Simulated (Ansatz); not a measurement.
# Formation energy and levels of the hydrogen interstitial H_i (bond centre, by F) in BaHfF6 (Cmme)

Aim: at which Fermi levels does H_i (bond centre, by F) in BaHfF6 (Cmme) change its charge? The model is a cell of 64 host atoms with 1 H put in.

Calculated with Ansatz 0.2.0; place-levels on PBEsol runs: charge-transition levels and formation energies with image-charge correction and potential alignment at the atomic sites.

## 1. Set-up

The cell holds 65 atoms: 8 Ba, 8 Hf, 48 F and 1 H. Its edges and angles: a = 12.593 Å, b = 9.348 Å, c = 13.630 Å, α = 63.3°, β = 41.5°, γ = 75.2°. It derives from BaHfF6 (space group Cmme). Nearest the centre at fractional (0.415, 0.507, 0.618): H65 at 0.00 Å, Hf14 at 1.10 Å, F62 at 1.11 Å, F59 at 1.95 Å, F34 at 1.98 Å, F22 at 2.09 Å, F48 at 2.15 Å, F37 at 2.89 Å.

Known beforehand: the electronic dielectric constant, (2.57, 2.57, 2.53), and the static one, (14.87, 9.29, 9.16), from a response run on this crystal (DFPT, PBEsol) at that run's own cell.

The cell's shortest repeat is 9.3 Å.

## 2. What was run first

Levels follow from differences of total energies between charge states, each relaxed by itself.

Each atom starts 0.05 Å or so off its site in a random direction. Forces are taken at one point at (¼, ¼, ¼). The cell holds 1 electron more than the neutral one, with a uniform background that keeps it neutral on the whole.

The sampling was tested on the host first: at the k-points planned (1x1x1 shifted 0.25 0.25 0.25) its energy lies 0.000 eV an atom from the dense-mesh value, under the bound of 0.02 eV set for this test; that bounds the host's error, not the defect's.

One of the inputs; charge, spin and start change from state to state.

qm1.relax/input.yaml

```yaml
crystal:
  lattice:
    - [0.0, 11.33474871, 5.48635151]
    - [7.56926104, 0.0, 5.48635151]
    - [7.56926104, 11.33474871, 0.0]
  atoms:
    - { symbol: Ba, position: [0.09630735, 0.34630735, 0.15369265] }
    - { symbol: Ba, position: [0.09630735, 0.34630735, 0.65369265] }
[... 3 atom lines left out ...]
    - { symbol: Ba, position: [0.40369265, 0.15369265, 0.84630735] }
[... 4 atom lines left out ...]
    - { symbol: Hf, position: [0.625, 0.375, 0.375] }
[... 2 atom lines left out ...]
    - { symbol: Hf, position: [0.375, 0.625, 0.625] }
[... 4 atom lines left out ...]
    - { symbol: F, position: [0.78413433, 0.46599296, 0.34152257] }
[... 2 atom lines left out ...]
    - { symbol: F, position: [0.21586567, 0.53400704, 0.65847743] }
[... 4 atom lines left out ...]
    - { symbol: F, position: [0.71599296, 0.53413433, 0.15835014] }
    - { symbol: F, position: [0.71599296, 0.53413433, 0.65835014] }
[... 3 atom lines left out ...]
    - { symbol: F, position: [0.59152257, 0.15835014, 0.53413433] }
[... 1 atom line left out ...]
    - { symbol: F, position: [0.28400704, 0.46586567, 0.84164986] }
[... 2 atom lines left out ...]
    - { symbol: F, position: [0.40847743, 0.84164986, 0.46586567] }
[... 3 atom lines left out ...]
    - { symbol: F, position: [0.40835014, 0.34152257, 0.46599296] }
    - { symbol: F, position: [0.40835014, 0.34152257, 0.96599296] }
[... 2 atom lines left out ...]
    - { symbol: F, position: [0.09164986, 0.15847743, 0.03400704] }
[... 2 atom lines left out ...]
    - { symbol: F, position: [0.59164986, 0.65847743, 0.53400704] }
[... 1 atom line left out ...]
    - { symbol: F, position: [0.36030273, 0.79135585, 0.70864415] }
[... 3 atom lines left out ...]
    - { symbol: F, position: [0.13969727, 0.70864415, 0.79135585] }
[... 4 atom lines left out ...]
    - { symbol: F, position: [0.54135585, 0.61030273, 0.38969727] }
[... 2 atom lines left out ...]
    - { symbol: F, position: [0.45864415, 0.38969727, 0.61030273] }
[... 2 atom lines left out ...]
    - { symbol: H, position: [0.414694, 0.507178, 0.617822] }
  host:
    repeats: [1, 1, 1]
    atoms:
      - { symbol: Ba, position: [0.09630735, 0.34630735, 0.15369265] }
      - { symbol: Ba, position: [0.09630735, 0.34630735, 0.65369265] }
      # ... 62 more atoms of the perfect host
total_charge: -1
basis:
  ecutwfc: 420
  xc_grid: 2
hamiltonian:
  xc: pbesol
kpoints:
  mp_grid: { grid: [1, 1, 1], shift: [0.25, 0.25, 0.25] }
scf:
  occupations: { method: fixed }
  max_iter: 60
output:
  forces: true
  charged_corrections:
    epsilon: [2.57, 2.57, 2.53]
    static_epsilon: [14.87, 9.29, 9.16]
    defect_position: [0.414694, 0.507178, 0.617822]
relax:
  f_tol: 0.02
  max_steps: 80
  random_displacement: { amplitude: 0.05, seed: 2547 }
checkpoint:
  write: "../qm1.relax.run"
  compress: false
  write_wavefunctions: true
  write_every: 100000
```

Launch:

```
ansatz run input.yaml --threads 4 --pin off --max-ram 15073MiB --backend cpu --events-out ev --progress --plain --runs-dir out
```

Defect states can disperse in a cell of this size, so the energy is taken again at a 2×2×2 shifted mesh, on the relaxed structure.

The run of this state that the levels use, under PBEsol:

qm1.point/input.yaml

```yaml
crystal:
  checkpoint: "../qm1.relax.run"
  host: checkpoint
total_charge: -1
basis:
  ecutwfc: 420
  xc_grid: 2
hamiltonian:
  xc: pbesol
kpoints:
  mp_grid: { grid: [2, 2, 2], shift: [0.5, 0.5, 0.5] }
scf:
  occupations: { method: fermi_dirac, width: 0.01 }
  max_iter: 60
output:
  forces: true
  eigenvalues: true
  charged_corrections:
    epsilon: [2.57, 2.57, 2.53]
    static_epsilon: [14.87, 9.29, 9.16]
    defect_position: [0.414694, 0.507178, 0.617822]
  eigenstates: { localisation: true }
  populations: true
  band_densities: [{ bands: [v1, v1] }, { bands: [c1, c1] }]
  write_density: true
  write_potential: true
  volumetric_format: npy
  elf: true
checkpoint:
  read: "../qm1.relax.run"
  write: "../qm1.point.run"
  compress: false
  write_wavefunctions: false
  write_every: 100000
```

Relaxations under PBEsol at one point at (¼, ¼, ¼); times on 4 threads of Arm Neoverse V2, shared host:

```
charge  moment (μB)  occupations    outcome  steps  largest displacement against the far atoms (Å)     time
    −1            0        fixed  converged     26                                            1.92  6.1 min
     0            1        fixed  converged     15                                            1.22  7.6 min
    +1            0        fixed  converged     16                                            1.56  3.8 min
```

Single points under PBEsol at a 2×2×2 shifted mesh; times on 4 threads of Arm Neoverse V2, shared host:

```
charge  moment (μB)  occupations    outcome   time
    −1            0  fermi-dirac  converged   92 s
     0            1  fermi-dirac  converged  3 min
    +1            0  fermi-dirac  converged   88 s
```

Distances (Å) from H65 to the nearest atoms after relaxation with PBEsol:

```
charge  moment (μB)       1.       2.       3.      4.      5.       6.
    −1            0  Hf 2.04   F 2.19  Hf 2.21  F 2.33  F 2.38   F 2.46
     0            1   F 1.36  Hf 2.03   F 2.11  F 2.14  F 2.36   F 2.70
    +1            0   F 1.04   F 1.29   F 2.33  F 2.47  F 2.48  Hf 2.57
```

## 3. Placing the levels, PBEsol

A charged cell interacts with its images and the background, and its potential has another zero than the host's. place-levels removes the first by a point-charge model, screened by the static dielectric constant since the ions have relaxed around the charge, and the second by comparing potentials at atoms far from the defect.

The host is a run of the defect-free crystal in the same cutoffs, grids and k-points, so that basis and sampling errors cancel in part in the differences. Its band edges come from a run of the primitive cell that searches the zone for them. The host is run in a cell of 32 atoms on a matching mesh. Chemical potentials are energies per atom of H (H2 molecule), run with the same functional and cutoff.

levels.point.yaml

```yaml
host:
  run: host.point.run
  levels_from: { run: edges.point.run }
states: [qm1.point.run, q0_M1.point.run, qp1.point.run]
geometry_from:
  qm1.point.run: qm1.relax.run
  q0_M1.point.run: q0_M1.relax.run
  qp1.point.run: qp1.relax.run
  host.point.run: host.relax.run
chemical_potentials:
  H:
    energy: -15.609288
    dataset: "<sha256 of the dataset>"
epsilon: [2.57, 2.57, 2.53]
static_epsilon: [14.87, 9.29, 9.16]
vertical:
  - { from: qm1.point.run, to: qm1.point_neutral.run }
  - { from: qp1.point.run, to: qp1.point_neutral.run }
```

Launch:

```
ansatz place-levels levels.point.yaml -- --threads 4 --pin off --max-ram 15073MiB
```

Numbers of over 12 decimals in the logs are rounded to 6 here.

Log:

```text
[... repeated set-up lines and file paths are left out, and long positions are rounded to six places ...]
(+1/0) 6.172 eV above the valence edge, 1.121 eV under the conduction edge; not on the lower envelope
(0/-1) 3.075 eV above the valence edge, 4.217 eV under the conduction edge; not on the lower envelope
(+1/-1) 4.624 eV above the valence edge, 2.669 eV under the conduction edge: charges between them are lowest nowhere
formation energy of charge +1: -2.920 eV with the Fermi level at the valence edge
formation energy of charge 0: +3.252 eV with the Fermi level at the valence edge
formation energy of charge -1: +6.327 eV with the Fermi level at the valence edge
vertical -1 to 0: no energy, since no alignment is typed
  the change from vertical[0].from (qm1.point.run) to vertical[0].to (qm1.point_neutral.run): by its potential at epsilon [2.57, 2.57, 2.53] it stands at 0.440 0.426 0.590, with an rms radius of about 1.8 Å (1.1 1.0 1.0 Å across the planes of the cell's [...]
vertical +1 to 0: no energy, since no alignment is typed
  the change from vertical[1].from (qp1.point.run) to vertical[1].to (qp1.point_neutral.run): by its potential at epsilon [2.57, 2.57, 2.53] it stands at 0.450 0.558 0.578, with an rms radius of about 3.8 Å (2.0 2.3 2.2 Å across the planes of the cell's [...]
  edges by pbesol of host.levels_from (edges.point.run), its mesh sampled to repeats of 27.43 Å (the valence edge +0.064 eV and the conduction edge -0.066 eV from those of the host's own run), gap 7.293 eV; the host is sampled to repeats of 18.70 Å
  the defect's cells are sampled to repeats of 18.70 Å, like sampling
  charge +1: -210243.2585 eV with its correction of +0.204 eV, at epsilon [14.87, 9.29, 9.16], aligned at sites: +0.0189 eV, mean over 37 atomic sites at or beyond 4.67 Å from the defect at [0.4147, 0.5072, 0.6178], with -0.004550 for the charge's moments and [...]
  charge 0: +0.000 eV for its dipole among its images, +0.000 omitted
  charge -1: -210224.8632 eV with its correction of +0.103 eV, at epsilon [14.87, 9.29, 9.16], aligned at sites: +0.0824 eV, mean over 37 atomic sites at or beyond 4.67 Å from the defect at [0.4147, 0.5072, 0.6178], with +0.000000 for the charge's moments and [...]
  of states[2] (qp1.point.run): it parts from the run at its places by a charge that spreads by about 2.3 Å along one vector (1.4 Å or more is wide), by its potential at epsilon [2.57, 2.57, 2.53], taken for that of held ions (one typed too small widens it), [...]
  of states[1] (q0_M1.point.run): its displacements don't fall off away from the defect: farther atoms stand 0.035 Å off the host's places. [...]
  of states[0] (qm1.point.run): its displacements don't fall off away from the defect: farther atoms stand 0.054 Å off the host's places. [...]
  of vertical[0].from (qm1.point.run): its displacements don't fall off away from the defect: farther atoms stand 0.054 Å off the host's places. [...]
  of vertical[0].to (qm1.point_neutral.run): its displacements don't fall off away from the defect: farther atoms stand 0.054 Å off the host's places. [...]
  of vertical[1].from (qp1.point.run): it parts from the run at its places by a charge that spreads by about 2.3 Å along one vector (1.4 Å or more is wide), by its potential at epsilon [2.57, 2.57, 2.53], taken for that of held ions (one typed too small [...]
  vertical[1].to (qp1.point_neutral.run): levels filled in part (TS 0.008 eV): its energy is of no whole electron's
```

Run time: 0.29 s. Hardware: 4 threads of Arm Neoverse V2, shared host.

Under PBEsol the gap is 7.29 eV, (+1/0) 6.17, (0/−1) 3.08 eV; the steps are inverted, so the lowest state changes at (+1/−1) 4.62 eV.

Levels between the charges placed, in eV above the valence top:

```
        gap (eV)  (+1/0)  (0/−1)
PBEsol      7.29    6.17    3.08
```

Corrections by state:

```
charge  moment (μB)  image terms and alignment (eV)  band filling (eV)                                ε used  over the lowest of its charge, as the program ranks them, band filling apart (eV)
    +1          0.0                           0.204                  -  principal values (9.16, 9.29, 14.87)                                                                              0.000
     0          1.0                           0.000                  -                                     -                                                                              0.000
    −1          0.0                           0.103                  -  principal values (9.16, 9.29, 14.87)                                                                              0.000
```

The charged structures listed were also run neutral, and place-levels reads from each pair, by the potential or the spins, how wide the charge is by which they differ; that can be the carrier of either run.

```
charge  rms radius (Å)  spread where it is widest against the cell (Å)  wide from (Å)  reading
    +1             3.8                                            2.29           1.43     wide
    −1             1.8                                            1.07           1.43   narrow
```

The neutral runs of these pairs need not share the spin of the lowest neutral state, and very wide values only mean spread over the cell.

From the program's caveats on the states, each cut to its opening words:

- charge +1: it parts from the run at its places by a charge that spreads by about 2.3 Å along one vector (1.4 Å or more is wide), by its potential at epsilon [2.57, 2.57, [...]
- charge +1: the far atoms show a dipole or second moment of the defect's charge, for which the correction takes or leaves out 0.108 eV: further moments aren't read, and [...]
- charge 0 (1 μB): its displacements don't fall off away from the defect: farther atoms stand 0.035 Å off the host's places
- charge 0 (1 μB): flagged: stability check not made
- charge −1: its displacements don't fall off away from the defect: farther atoms stand 0.054 Å off the host's places

Chemical potentials of the elements' reference phases, run alike. Formation energies (elemental references), with the Fermi level at the valence top and at the conduction bottom (gap 7.29 eV):

```
charge  at valence top (eV)  at conduction bottom (eV)  correction included (eV)
    +1                -2.92                       4.37                      0.20
     0                 3.25                       3.25                      0.00
    −1                 6.33                      -0.97                      0.10
```

(Fermi level (eV), lowest formation energy (eV)): (0.00, -2.92), (0.66, -2.26), (1.32, -1.60), (1.99, -0.93), (2.65, -0.27), (3.31, 0.39), (3.98, 1.06), (4.64, 1.68), (5.31, 1.02), (5.97, 0.36), (6.63, -0.30), (7.29, -0.97)

## 4. Effect of the sampling

The relaxations' own energies give the levels at their sampling, for comparison.

levels.relax_mesh.yaml

```yaml
host:
  run: host.relax.run
  levels_from: { run: edges.relax.run }
states: [qm1.relax.run, q0_M1.relax.run, qp1.relax.run]
chemical_potentials:
  H:
    energy: -15.609288
    dataset: "<sha256 of the dataset>"
```

Launch:

```
ansatz place-levels levels.relax_mesh.yaml -- --threads 4 --pin off --max-ram 15073MiB
```

Log:

```text
[...]
formation energy of charge +1: -2.916 eV with the Fermi level at the valence edge
formation energy of charge 0: +3.254 eV with the Fermi level at the valence edge
formation energy of charge -1: +6.324 eV with the Fermi level at the valence edge
  edges by pbesol of host.levels_from (edges.relax.run), its mesh sampled to repeats of 27.43 Å (the valence edge +0.063 eV and the conduction edge -0.066 eV from those of the host's own run), gap 7.293 eV; the host is sampled to repeats of 9.35 Å
[... the lines on each state left out ...]
```

Run time: 0.11 s. Hardware: 4 threads.

Levels between neighbouring charges, in eV above the valence top:

```
                        gap (eV)  (+1/0)  (0/−1)
one point at (¼, ¼, ¼)      7.29    6.17    3.07
  a 2×2×2 shifted mesh      7.29    6.17    3.08
```

Going from one point at (¼, ¼, ¼) to a 2×2×2 shifted mesh moves the levels that carry no band-filling term by up to 0.01 eV and formation energies against the elements by up to 0.00 eV.

[end of part 1 of 2]

[Logs are printed without paths, hosts, clocks, repeated set-up lines and the standing remarks that a program may print on its own settings, such as how far it seeks lower states.]

[Hosts, paths, dates, database ids (printed as entryN), source tags and the programs' standing remarks are cut or masked in the printed files.]

[Where a table of states has a column of steps, it counts the stored structures, which are thinned; the runs took as many ionic steps or more.]

[A defect's name tells the site on which it was built; relaxed atoms can leave that site.]

[For some hosts the program warned that the k-mesh of the response run may be too coarse for force constants and the static dielectric constant; such warnings are not shown here.]
